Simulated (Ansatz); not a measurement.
# Rh wire along [110], 14 atoms a period: bands along the axis

Aim: is the Rh wire along [110], 14 atoms a period a metal or a semiconductor?

Main program and level: Ansatz 0.2.0; DFT PBE, plane waves, PAW; relaxation of a wire's period; PAW set soft_1, in the first sound run; inputs show where later runs differ.

### Step 1. The structure

The cell holds 14 atoms: 14 Rh. Its edges and angles: a = 14.460 Å, b = 14.925 Å, c = 2.708 Å, α = 90.0°, β = 90.0°, γ = 90.0°. Vacuum lies along a and b. The structure's axis is c.

### Step 2. The relaxed wire

Band widths follow the bond lengths, so the wire is relaxed first. The atoms and the third cell vector are free; the box across stays fixed as vacuum. A Fermi-Dirac smearing is set since the result may be a metal. The pressure printed is a third of the stress's trace over the whole box, vacuum included; only the stress along the axis is relaxed.

File input.yaml:

```yaml
crystal:
  lattice:
    - [14.46, 0.0, 0.0]
    - [0.0, 14.925, 0.0]
    - [0.0, 0.0, 2.7082189719]
  atoms:
    - { symbol: Rh, position: [0.367565698, 0.318533299, 0.0] }
    - { symbol: Rh, position: [0.367565698, 0.499988506, 0.0] }
    - { symbol: Rh, position: [0.632434302, 0.318533299, 0.0] }
    - { symbol: Rh, position: [0.632434302, 0.499988506, 0.0] }
    - { symbol: Rh, position: [0.235131397, 0.409260903, 0.5] }
    - { symbol: Rh, position: [0.235131397, 0.59071611, 0.5] }
    - { symbol: Rh, position: [0.5, 0.227805695, 0.5] }
    - { symbol: Rh, position: [0.5, 0.409260903, 0.5] }
    - { symbol: Rh, position: [0.5, 0.59071611, 0.5] }
    - { symbol: Rh, position: [0.5, 0.772171318, 0.5] }
    - { symbol: Rh, position: [0.764868603, 0.409260903, 0.5] }
    - { symbol: Rh, position: [0.764868603, 0.59071611, 0.5] }
    - { symbol: Rh, position: [0.367565698, 0.681443714, 0.0] }
    - { symbol: Rh, position: [0.632434302, 0.681443714, 0.0] }
kpoints:
  mp_grid: { grid: [1, 1, 30] }
scf:
  occupations: { method: fermi_dirac, width: 0.05 }
hamiltonian:
  xc: pbe
  pseudopotentials: { kind: paw, azcp: { folder: soft_1 } }
relax:
  cell: { fix: [a, b, alpha, beta, gamma] }
  max_steps: 45
  f_tol: 0.03
```

The run is started by

```sh
$ ansatz run input.yaml --threads 4 --pin off --max-ram 16384MiB --backend cpu --events-out ev --progress --plain --runs-dir out
```

Numbers of over 12 decimals in the logs are rounded to 6 here.

The log of the run:

```text
Engine: ansatz 0.2.0, aarch64-unknown-linux-gnu
Pseudopotentials: kind: paw
Pseudopotential: Rh, paw, valence charge 17, recommended cutoff 420 eV (normal), soft_1/Rh.paw.azcp
Functional definition: PBE
  parameter kappa = 0.804
  parameter beta = 0.066725
  exchange = pbe_x(kappa = kappa, mu = beta*pi^2/3)
  correlation = pbe_c(beta = beta)
Crystal: 14 atoms, lattice volume = 584.476 Å³
Basis set: ecut = 420 eV, 11473 PW (Γ), exchange–correlation on 200×200×40 points (8 copies of the dense FFT grid, shifted against one another)
Bands: 143, of which v1, the nominal top of the filled ones, is band 119 counted from 1 (118 counted from 0)
Symmetry: 8 space group operations
Space group: Pmmm (ITA 47), of the structure as read, at distance tolerance 8.4e-5 Å
k-points: 16 of 30
Non-local potential: Rh, projectors of the file, l = 0: 3, l = 1: 2, l = 2: 2, l = 3: 1
PAW form: soft (Blöchl's): semilocal exchange-correlation on the pseudo side does not see the compensation charge
PAW one-centre angular grid: Rh, 590 points (default); XC on 64 Gauss nodes
Initial density: superposition of atomic densities (neutral atoms: chi_scale 0, normalization atom)
Initial wavefunctions: pseudopotential atomic-orbital guess
Functional: x = pbe(κ = 0.804, μ = 0.219515), c = pbe(β = 0.066725)
SCF iter   1: F=—  HF=-89634.677588 eV  |F-HF|=—  |Δ(HF+E_count)|=         —  Δρ=5.30e-2  dr2=2.31e1  ethr=3.10e-3  ⟨swp⟩=7.6  Hψ=9040  notcnv=0  defer=32
preconditioner: auto → LDOS  [metal: Δε(μ)=0.013 eV  Ē_g=4.817 eV  σ=0.050 eV  W_gap=0.07  n_scr=98 (ndim 8)  ℏωp=17.2 eV  f_vac=0.551  D(μ)=31.57/eV (n_scr^D=310)  β→1.0]
SCF iter   2: F=—  HF=-89638.221024 eV  |F-HF|=—  |Δ(HF+E_count)|=    3.54e0  Δρ=6.51e-2  dr2=3.65e1  ethr=3.10e-3  ⟨swp⟩=3.6  Hψ=6161  notcnv=0  defer=85
SCF iter   3: F=—  HF=-89628.915757 eV  |F-HF|=—  |Δ(HF+E_count)|=    9.31e0  Δρ=1.28e-2  dr2=1.11e0  ethr=3.10e-3  ⟨swp⟩=2.9  Hψ=5295  notcnv=0  defer=89
SCF iter   4: F=—  HF=-89628.682426 eV  |F-HF|=—  |Δ(HF+E_count)|=   2.33e-1  Δρ=2.55e-3  dr2=7.65e-2  ethr=4.64e-4  ⟨swp⟩=3.0  Hψ=5085  notcnv=0  defer=89
SCF iter   5: F=—  HF=-89628.675566 eV  |F-HF|=—  |Δ(HF+E_count)|=   6.86e-3  Δρ=1.03e-3  dr2=1.18e-2  ethr=3.21e-5  ⟨swp⟩=2.7  Hψ=4076  notcnv=0  defer=89
SCF iter   6: F=—  HF=-89628.675319 eV  |F-HF|=—  |Δ(HF+E_count)|=   2.47e-4  Δρ=3.69e-4  dr2=2.73e-3  ethr=4.98e-6  ⟨swp⟩=2.7  Hψ=4345  notcnv=0  defer=89
SCF iter   7: F=—  HF=-89628.675393 eV  |F-HF|=—  |Δ(HF+E_count)|=   7.40e-5  Δρ=1.70e-4  dr2=3.03e-4  ethr=1.15e-6  ⟨swp⟩=2.1  Hψ=3190  notcnv=0  defer=89
SCF iter   8: F=—  HF=-89628.675406 eV  |F-HF|=—  |Δ(HF+E_count)|=   1.36e-5  Δρ=5.58e-5  dr2=2.71e-5  ethr=1.27e-7  ⟨swp⟩=2.0  Hψ=3255  notcnv=0  defer=89
SCF iter   9: F=—  HF=-89628.673667 eV  |F-HF|=—  |Δ(HF+E_count)|=   1.74e-3  Δρ=2.66e-5  dr2=8.76e-6  ethr=1.14e-8  ⟨swp⟩=2.1  Hψ=3840  notcnv=0  defer=89
SCF iter  10: F=—  HF=-89628.673666 eV  |F-HF|=—  |Δ(HF+E_count)|=   6.10e-7  Δρ=8.82e-6  dr2=6.64e-7  ethr=3.68e-9  ⟨swp⟩=2.2  Hψ=3246  notcnv=0  defer=89
SCF iter  11: F=—  HF=-89628.673666 eV  |F-HF|=—  |Δ(HF+E_count)|=   1.12e-7  Δρ=3.16e-6  dr2=1.02e-7  ethr=4.20e-11  ⟨swp⟩=5.4  Hψ=8307  notcnv=0
SCF iter  12: F=-89628.673666 eV  HF=-89628.673666 eV  |F-HF|=1.26e-8  |Δ(HF+E_count)|=   5.42e-8  Δρ=1.28e-6  dr2=1.22e-8  ethr=4.20e-11  ⟨swp⟩=4.0  Hψ=6306  notcnv=0
SCF 1 converged in 12 iterations: F = -89628.673666 eV  dr2 = 1.22e-8
  greatest PAW one-centre occupation: 1.000 electrons in one spin orbital (limit 2), on the Rh atom at site 3 (counted from 0), in its partial waves of l = 0
relax step   1: F+E_penalty+E_count = -89628.67366641 eV  Δ(F+E_penalty+E_count) = +0.000e0 eV  max|allowed force component| = 9.909e-1 eV/Å  Δτ_max = 0.0000 Å  P = -4.049 GPa  Ω = 584.476 Å³  fix = [a, b, alpha, beta, gamma]  reactions: a -3.733, b -3.514 GPa  (12 SCF iters, dr2 threshold 1.00e-7 eV, accepted)
Crystal: 14 atoms, lattice volume = 563.601 Å³
Basis set: ecut = 420 eV, 11069 PW (Γ), exchange–correlation on 200×200×40 points (8 copies of the dense FFT grid, shifted against one another)
Initial density: handed on by an earlier stage of this run
Initial wavefunctions: those handed on with the density
iter 1 solved again at ethr=2.42e-3 eV; its pass at ethr=3.10e-3 eV (dr2=5.75e0 eV) is discarded
SCF iter   1: F=—  HF=-89629.132348 eV  |F-HF|=—  |Δ(HF+E_count)|=         —  Δρ=1.96e-2  dr2=5.78e0  ethr=2.42e-3  ⟨swp⟩=2.2  Hψ=10810  notcnv=0
preconditioner: auto → LDOS  [metal: Δε(μ)=0.002 eV  Ē_g=5.171 eV  σ=0.050 eV  W_gap=0.01  n_scr=96 (ndim 8)  ℏωp=17.6 eV  f_vac=0.579  D(μ)=31.16/eV (n_scr^D=314)  β→1.0]
SCF iter   2: F=—  HF=-89628.953697 eV  |F-HF|=—  |Δ(HF+E_count)|=   1.79e-1  Δρ=7.05e-3  dr2=3.97e-1  ethr=2.42e-3  ⟨swp⟩=2.0  Hψ=3276  notcnv=0
SCF iter   3: F=—  HF=-89628.955041 eV  |F-HF|=—  |Δ(HF+E_count)|=   1.34e-3  Δρ=5.58e-3  dr2=2.14e-1  ethr=1.67e-4  ⟨swp⟩=3.2  Hψ=4962  notcnv=0  defer=7
SCF iter   4: F=—  HF=-89628.909534 eV  |F-HF|=—  |Δ(HF+E_count)|=   4.55e-2  Δρ=1.15e-3  dr2=1.60e-2  ethr=8.99e-5  ⟨swp⟩=2.4  Hψ=4089  notcnv=0  defer=92
SCF iter   5: F=—  HF=-89628.907178 eV  |F-HF|=—  |Δ(HF+E_count)|=   2.36e-3  Δρ=4.77e-4  dr2=1.68e-3  ethr=6.72e-6  ⟨swp⟩=2.8  Hψ=3843  notcnv=0  defer=92
SCF iter   6: F=—  HF=-89628.907643 eV  |F-HF|=—  |Δ(HF+E_count)|=   4.65e-4  Δρ=1.68e-4  dr2=3.21e-4  ethr=7.06e-7  ⟨swp⟩=2.1  Hψ=3059  notcnv=0  defer=92
SCF iter   7: F=—  HF=-89628.905970 eV  |F-HF|=—  |Δ(HF+E_count)|=   1.67e-3  Δρ=6.41e-5  dr2=5.49e-5  ethr=1.35e-7  ⟨swp⟩=2.0  Hψ=2950  notcnv=0  defer=92
SCF iter   8: F=—  HF=-89628.905970 eV  |F-HF|=—  |Δ(HF+E_count)|=   7.19e-7  Δρ=2.26e-5  dr2=4.50e-6  ethr=2.31e-8  ⟨swp⟩=2.1  Hψ=2871  notcnv=0  defer=92
SCF iter   9: F=-89628.905972 eV  HF=-89628.905972 eV  |F-HF|=1.87e-7  |Δ(HF+E_count)|=   1.63e-6  Δρ=5.03e-6  dr2=3.54e-7  ethr=5.88e-10  ⟨swp⟩=5.0  Hψ=8176  notcnv=0
SCF 2 converged in 9 iterations: F = -89628.905972 eV  dr2 = 3.54e-7
relax step   2: F+E_penalty+E_count = -89628.90597182 eV  Δ(F+E_penalty+E_count) = -2.323e-1 eV  max|allowed force component| = 8.974e-1 eV/Å  Δτ_max = 0.1951 Å  P = +3.573 GPa  Ω = 563.601 Å³  energy of the carried Pulay correction = +4.345e-3 eV  fix = [a, b, alpha, beta, gamma]  reactions: a +3.331, b +3.472 GPa  (9 SCF iters, dr2 threshold 1.40e-6 eV, accepted)
Crystal: 14 atoms, lattice volume = 572.421 Å³
Basis set: ecut = 420 eV, 11237 PW (Γ), exchange–correlation on 200×200×40 points (8 copies of the dense FFT grid, shifted against one another)
iter 1 solved again at ethr=6.56e-4 eV; its pass at ethr=3.10e-3 eV (dr2=1.56e0 eV) is discarded
SCF iter   1: F=—  HF=-89629.246213 eV  |F-HF|=—  |Δ(HF+E_count)|=         —  Δρ=9.72e-3  dr2=1.52e0  ethr=6.56e-4  ⟨swp⟩=2.3  Hψ=10667  notcnv=0
preconditioner: auto → LDOS  [metal: Δε(μ)=0.010 eV  Ē_g=4.873 eV  σ=0.050 eV  W_gap=0.05  n_scr=96 (ndim 8)  ℏωp=17.4 eV  f_vac=0.567  D(μ)=28.67/eV (n_scr^D=272)  β→1.0]
SCF iter   2: F=—  HF=-89629.202902 eV  |F-HF|=—  |Δ(HF+E_count)|=   4.33e-2  Δρ=3.21e-3  dr2=7.36e-2  ethr=6.39e-4  ⟨swp⟩=2.0  Hψ=2952  notcnv=0
SCF iter   3: F=—  HF=-89629.205648 eV  |F-HF|=—  |Δ(HF+E_count)|=   2.75e-3  Δρ=2.73e-3  dr2=4.98e-2  ethr=3.09e-5  ⟨swp⟩=2.9  Hψ=4662  notcnv=0
SCF iter   4: F=—  HF=-89629.194679 eV  |F-HF|=—  |Δ(HF+E_count)|=   1.10e-2  Δρ=4.88e-4  dr2=2.76e-3  ethr=2.09e-5  ⟨swp⟩=2.5  Hψ=4168  notcnv=0
SCF iter   5: F=—  HF=-89629.194445 eV  |F-HF|=—  |Δ(HF+E_count)|=   2.34e-4  Δρ=2.14e-4  dr2=3.88e-4  ethr=1.16e-6  ⟨swp⟩=2.7  Hψ=3979  notcnv=0  defer=1
SCF iter   6: F=—  HF=-89629.192838 eV  |F-HF|=—  |Δ(HF+E_count)|=   1.61e-3  Δρ=9.20e-5  dr2=9.66e-5  ethr=1.63e-7  ⟨swp⟩=1.9  Hψ=3100  notcnv=0  defer=1
SCF iter   7: F=—  HF=-89629.192845 eV  |F-HF|=—  |Δ(HF+E_count)|=   6.55e-6  Δρ=3.56e-5  dr2=1.46e-5  ethr=4.06e-8  ⟨swp⟩=1.9  Hψ=2573  notcnv=0  defer=1
SCF iter   8: F=—  HF=-89629.192846 eV  |F-HF|=—  |Δ(HF+E_count)|=   1.87e-6  Δρ=1.27e-5  dr2=1.49e-6  ethr=6.12e-9  ⟨swp⟩=1.9  Hψ=3113  notcnv=0  defer=1
SCF iter   9: F=-89629.192847 eV  HF=-89629.192847 eV  |F-HF|=1.00e-7  |Δ(HF+E_count)|=   5.70e-7  Δρ=3.42e-6  dr2=1.30e-7  ethr=5.88e-10  ⟨swp⟩=4.5  Hψ=7523  notcnv=0
SCF 3 converged in 9 iterations: F = -89629.192847 eV  dr2 = 1.30e-7
relax step   3: F+E_penalty+E_count = -89629.19284689 eV  Δ(F+E_penalty+E_count) = -2.869e-1 eV  max|allowed force component| = 1.236e-1 eV/Å  Δτ_max = 0.0954 Å  P = -0.470 GPa  Ω = 572.421 Å³  energy of the carried Pulay correction = +2.490e-3 eV  fix = [a, b, alpha, beta, gamma]  reactions: a -0.482, b -0.371 GPa  (9 SCF iters, dr2 threshold 1.40e-6 eV, accepted)
Crystal: 14 atoms, lattice volume = 571.033 Å³
Basis set: ecut = 420 eV, 11221 PW (Γ), exchange–correlation on 200×200×40 points (8 copies of the dense FFT grid, shifted against one another)
iter 1 solved again at ethr=8.61e-6 eV; its pass at ethr=3.10e-3 eV (dr2=2.05e-2 eV) is discarded
SCF iter   1: F=—  HF=-89629.202675 eV  |F-HF|=—  |Δ(HF+E_count)|=         —  Δρ=1.19e-3  dr2=1.99e-2  ethr=8.61e-6  ⟨swp⟩=2.1  Hψ=8207  notcnv=0
preconditioner: auto → LDOS  [metal: Δε(μ)=0.026 eV  Ē_g=4.897 eV  σ=0.050 eV  W_gap=0.13  n_scr=96 (ndim 8)  ℏωp=17.4 eV  f_vac=0.569  D(μ)=30.83/eV (n_scr^D=310)  β→1.0]
SCF iter   2: F=—  HF=-89629.202022 eV  |F-HF|=—  |Δ(HF+E_count)|=   6.53e-4  Δρ=4.29e-4  dr2=1.04e-3  ethr=8.38e-6  ⟨swp⟩=2.0  Hψ=2391  notcnv=0
SCF iter   3: F=—  HF=-89629.202053 eV  |F-HF|=—  |Δ(HF+E_count)|=   3.08e-5  Δρ=2.86e-4  dr2=5.28e-4  ethr=4.36e-7  ⟨swp⟩=3.2  Hψ=4929  notcnv=0
SCF iter   4: F=—  HF=-89629.200261 eV  |F-HF|=—  |Δ(HF+E_count)|=   1.79e-3  Δρ=6.17e-5  dr2=3.29e-5  ethr=2.22e-7  ⟨swp⟩=2.0  Hψ=3435  notcnv=0
SCF iter   5: F=—  HF=-89629.200261 eV  |F-HF|=—  |Δ(HF+E_count)|=   3.68e-7  Δρ=2.42e-5  dr2=6.23e-6  ethr=1.38e-8  ⟨swp⟩=2.6  Hψ=4224  notcnv=0
SCF iter   6: F=—  HF=-89629.200262 eV  |F-HF|=—  |Δ(HF+E_count)|=   1.25e-6  Δρ=1.10e-5  dr2=1.59e-6  ethr=2.62e-9  ⟨swp⟩=2.0  Hψ=3273  notcnv=0
SCF iter   7: F=-89629.200263 eV  HF=-89629.200263 eV  |F-HF|=1.61e-7  |Δ(HF+E_count)|=   2.30e-7  Δρ=4.38e-6  dr2=2.06e-7  ethr=4.01e-10  ⟨swp⟩=4.8  Hψ=7169  notcnv=0
SCF 4 converged in 7 iterations: F = -89629.200263 eV  dr2 = 2.06e-7
relax step   4: F+E_penalty+E_count = -89629.20026252 eV  Δ(F+E_penalty+E_count) = -7.416e-3 eV  max|allowed force component| = 3.816e-2 eV/Å  Δτ_max = 0.0125 Å  P = -0.004 GPa  Ω = 571.033 Å³  energy of the carried Pulay correction = +2.780e-3 eV  fix = [a, b, alpha, beta, gamma]  reactions: a -0.064, b +0.031 GPa  (7 SCF iters, dr2 threshold 9.55e-7 eV, accepted)
Crystal: 14 atoms, lattice volume = 571.038 Å³
iter 1 solved again at ethr=1.08e-6 eV; its pass at ethr=3.10e-3 eV (dr2=2.57e-3 eV) is discarded
SCF iter   1: F=—  HF=-89629.203028 eV  |F-HF|=—  |Δ(HF+E_count)|=         —  Δρ=5.93e-4  dr2=2.47e-3  ethr=1.08e-6  ⟨swp⟩=2.1  Hψ=8070  notcnv=0
preconditioner: auto → LDOS  [metal: Δε(μ)=0.015 eV  Ē_g=4.895 eV  σ=0.050 eV  W_gap=0.07  n_scr=96 (ndim 8)  ℏωp=17.4 eV  f_vac=0.569  D(μ)=30.47/eV (n_scr^D=310)  β→1.0]
SCF iter   2: F=—  HF=-89629.202914 eV  |F-HF|=—  |Δ(HF+E_count)|=   1.15e-4  Δρ=3.15e-4  dr2=3.89e-4  ethr=1.04e-6  ⟨swp⟩=2.0  Hψ=3135  notcnv=0
SCF iter   3: F=—  HF=-89629.202853 eV  |F-HF|=—  |Δ(HF+E_count)|=   6.12e-5  Δρ=1.10e-4  dr2=1.38e-4  ethr=1.63e-7  ⟨swp⟩=2.0  Hψ=3163  notcnv=0
SCF iter   4: F=—  HF=-89629.202851 eV  |F-HF|=—  |Δ(HF+E_count)|=   1.44e-6  Δρ=4.43e-5  dr2=1.89e-5  ethr=5.82e-8  ⟨swp⟩=1.9  Hψ=2890  notcnv=0
SCF iter   5: F=—  HF=-89629.201130 eV  |F-HF|=—  |Δ(HF+E_count)|=   1.72e-3  Δρ=8.59e-6  dr2=6.63e-7  ethr=7.94e-9  ⟨swp⟩=2.0  Hψ=2815  notcnv=0
SCF iter   6: F=—  HF=-89629.201131 eV  |F-HF|=—  |Δ(HF+E_count)|=   5.11e-7  Δρ=3.40e-6  dr2=1.27e-7  ethr=3.82e-11  ⟨swp⟩=5.2  Hψ=8732  notcnv=0
SCF iter   7: F=-89629.201131 eV  HF=-89629.201131 eV  |F-HF|=4.58e-9  |Δ(HF+E_count)|=   5.96e-8  Δρ=1.18e-6  dr2=1.67e-8  ethr=3.82e-11  ⟨swp⟩=4.6  Hψ=7148  notcnv=0
SCF 5 converged in 7 iterations: F = -89629.201131 eV  dr2 = 1.67e-8
relax step   5: F+E_penalty+E_count = -89629.20113093 eV  Δ(F+E_penalty+E_count) = -8.684e-4 eV  max|allowed force component| = 7.146e-3 eV/Å  Δτ_max = 0.0079 Å  P = -0.025 GPa  Ω = 571.038 Å³  energy of the carried Pulay correction = +2.779e-3 eV  fix = [a, b, alpha, beta, gamma]  reactions: a -0.063, b -0.038 GPa  (7 SCF iters, dr2 threshold 9.10e-8 eV, accepted)
Basis set: ecut = 420 eV, 11221 PW (Γ), exchange–correlation on 200×200×36 points (8 copies of the dense FFT grid, shifted against one another)
Initial wavefunctions: pseudopotential atomic-orbital guess (no wavefunctions were taken with the density)
iter 1 solved again at ethr=5.15e-7 eV; its pass at ethr=3.10e-3 eV (dr2=1.23e-3 eV) is discarded
SCF iter   1: F=—  HF=-89629.198976 eV  |F-HF|=—  |Δ(HF+E_count)|=         —  Δρ=5.26e-5  dr2=2.92e-6  ethr=5.15e-7  ⟨swp⟩=4.4  Hψ=16018  notcnv=0
preconditioner: auto → LDOS  [metal: Δε(μ)=0.016 eV  Ē_g=4.895 eV  σ=0.050 eV  W_gap=0.08  n_scr=96 (ndim 8)  ℏωp=17.4 eV  f_vac=0.569  D(μ)=30.52/eV (n_scr^D=310)  β→1.0]
SCF iter   2: F=—  HF=-89629.197734 eV  |F-HF|=—  |Δ(HF+E_count)|=   1.24e-3  Δρ=2.30e-5  dr2=1.72e-6  ethr=1.23e-9  ⟨swp⟩=3.0  Hψ=5287  notcnv=0
SCF iter   3: F=—  HF=-89629.197733 eV  |F-HF|=—  |Δ(HF+E_count)|=   5.09e-7  Δρ=6.55e-6  dr2=2.30e-7  ethr=7.24e-10  ⟨swp⟩=2.0  Hψ=4133  notcnv=0
SCF iter   4: F=—  HF=-89629.197733 eV  |F-HF|=—  |Δ(HF+E_count)|=   4.05e-8  Δρ=1.79e-6  dr2=2.46e-8  ethr=9.65e-11  ⟨swp⟩=3.8  Hψ=5465  notcnv=0
SCF iter   5: F=—  HF=-89629.197733 eV  |F-HF|=—  |Δ(HF+E_count)|=  9.17e-10  Δρ=5.59e-7  dr2=2.48e-9  ethr=1.03e-11  ⟨swp⟩=2.2  Hψ=3286  notcnv=0
SCF iter   6: F=—  HF=-89629.197733 eV  |F-HF|=—  |Δ(HF+E_count)|=  7.71e-10  Δρ=2.61e-7  dr2=6.95e-10  ethr=1.04e-12  ⟨swp⟩=2.0  Hψ=3308  notcnv=0
SCF iter   7: F=-89629.197733 eV  HF=-89629.197733 eV  |F-HF|=4.37e-11  |Δ(HF+E_count)|=  8.73e-11  Δρ=5.43e-8  dr2=4.97e-11  ethr=1.00e-12  ⟨swp⟩=4.1  Hψ=9498  notcnv=0
SCF 6 converged in 7 iterations: F = -89629.197733 eV  dr2 = 4.97e-11
relax step   6: F+E_penalty+E_count = -89629.19773330 eV  Δ(F+E_penalty+E_count) = +3.398e-3 eV  max|allowed force component| = 7.159e-3 eV/Å  Δτ_max = 0.0000 Å  P = -0.017 GPa  Ω = 571.038 Å³  fix = [a, b, alpha, beta, gamma]  reactions: a -0.056, b -0.032 GPa  stress off target by 3.58e-2 GPa on what of the cell is left free  SCF on the basis re-selected at this cell (its energy is not comparable with the rows above)  (7 SCF iters)
basis re-selected at this cell: Δ(F+E_penalty+E_count) = +3.398e-3 eV, ΔP = +0.008 GPa vs the last step (what re-selecting the basis moved, of the pressure what is left beyond the Pulay correction that the steps carried, after the strain that the cell walked since its last selection, with what the two solves' SCF thresholds leave and, on support functions, any second-order correction that the steps lacked; it is no measure of the basis error at this ecutwfc). The dense FFT grid was sized anew with the basis: this SCF ran on 100×100×18 points, the steps before it on 100×100×20, so part of this shift can come from that change (see relax.cell in the input reference). [rest of the remark cut]
SCF converged after 7 iterations
Free energy (F): -89629.197733 eV
Harris-Foulkes:  -89629.197733 eV  (|F-HF|=4.37e-11)
Internal energy: -89628.947877 eV  (E = F + TS)
E sigma→0 (E₀):  -89629.072805 eV
Entropy (-TS):   -0.249856 eV (-17.847 meV/atom)
Fermi energy:    4.372210 eV
--- Per-component energies (eV) ---
  E_band       = -5390.787727
  E_kinetic    = 7512.102045
  E_local      = -174036.162403  (includes V_loc(G=0)·N_el)
  E_nonlocal   = 4195.252550
  E_hartree    = 82258.407274
  E_xc         = -2809.323670
  E_vxc        = -3522.978993  (∫ρ·V_xc dr)
  E_paw        = -50453.843401  (= ΣΔE_a)
  E_vpaw       = -4055.813769  (= ΣTr[D̂ρ^β])
  E_aug_tail   = 0.000310  (compensation charges beyond the density's cutoff)
  E_ewald      = 43704.619419
  E_smearing   = -0.249856  (= −TS)
  E_closure    = 0.000000  (closes the sum)
  Σ components = -89629.197733   (vs F -89629.197733, Δ=0.00e0)
--- Forces (eV/Å), atoms counted from 1 ---
  atom   1  Rh     0.00448070     0.00000369    -0.00000000
  atom   2  Rh     0.00371643     0.00000000    -0.00000000
  atom   3  Rh    -0.00448070     0.00000369     0.00000000
  atom   4  Rh    -0.00371643    -0.00000000     0.00000000
  atom   5  Rh     0.00311157    -0.00715886     0.00000000
  atom   6  Rh     0.00311157     0.00715886    -0.00000000
  atom   7  Rh    -0.00000000    -0.00224321     0.00000000
  atom   8  Rh     0.00000000     0.00154302    -0.00000000
  atom   9  Rh    -0.00000000    -0.00154302     0.00000000
  atom  10  Rh     0.00000000     0.00224321    -0.00000000
  atom  11  Rh    -0.00311157    -0.00715886     0.00000000
  atom  12  Rh    -0.00311157     0.00715886    -0.00000000
  atom  13  Rh     0.00448070    -0.00000369    -0.00000000
  atom  14  Rh    -0.00448070    -0.00000369     0.00000000
  max |Σ_I F_I| component: 8.67e-19 eV/Å
--- Stress (GPa, compression-positive) ---
       -0.056037      -0.000000       0.000000
       -0.000000      -0.031551       0.000000
        0.000000       0.000000       0.035805
  P = ⅓ Tr σ = -0.0173 GPa (-0.173 kbar)
--- Relaxed structure (5 steps of the walk, 5 accepted, 1 SCFs on fresh bases) ---
  F+E_penalty+E_count = -89629.19773330 eV   max|allowed force component| = 7.159e-3 eV/Å   (the final SCF, on the basis selected at the relaxed cell)
  cell:  # Å, volume = 571.0382 Å³
    - [14.46, 0, 0]
    - [0, 14.925, 0]
    - [0, 0, 2.645955]
  atoms:
    - { symbol: Rh, position: [0.369012, 0.320662, 0] }
    - { symbol: Rh, position: [0.368084, 0.499989, 0] }
    - { symbol: Rh, position: [0.630988, 0.320662, 0] }
    - { symbol: Rh, position: [0.631916, 0.499989, 0.0] }
    - { symbol: Rh, position: [0.241231, 0.409084, 0.5] }
    - { symbol: Rh, position: [0.241231, 0.590893, 0.5] }
    - { symbol: Rh, position: [0.500000, 0.235068, 0.5] }
    - { symbol: Rh, position: [0.500000, 0.411866, 0.5] }
    - { symbol: Rh, position: [0.500000, 0.588111, 0.5] }
    - { symbol: Rh, position: [0.500000, 0.764909, 0.5] }
    - { symbol: Rh, position: [0.758769, 0.409084, 0.5] }
    - { symbol: Rh, position: [0.758769, 0.590893, 0.5] }
    - { symbol: Rh, position: [0.369012, 0.679315, 0] }
    - { symbol: Rh, position: [0.630988, 0.679315, 0.0] }
```

Wall time 2.9 min (4 threads of Arm Neoverse V1, shared host); peak memory 2.2 GiB.

[end of part 1 of 2]

[Logs are printed without paths, hosts, clocks, repeated set-up lines and the standing remarks that a program may print on its own settings, such as how far it seeks lower states.]

[Hosts, paths, dates, database ids (printed as entryN), source tags and the programs' standing remarks are cut or masked in the printed files.]
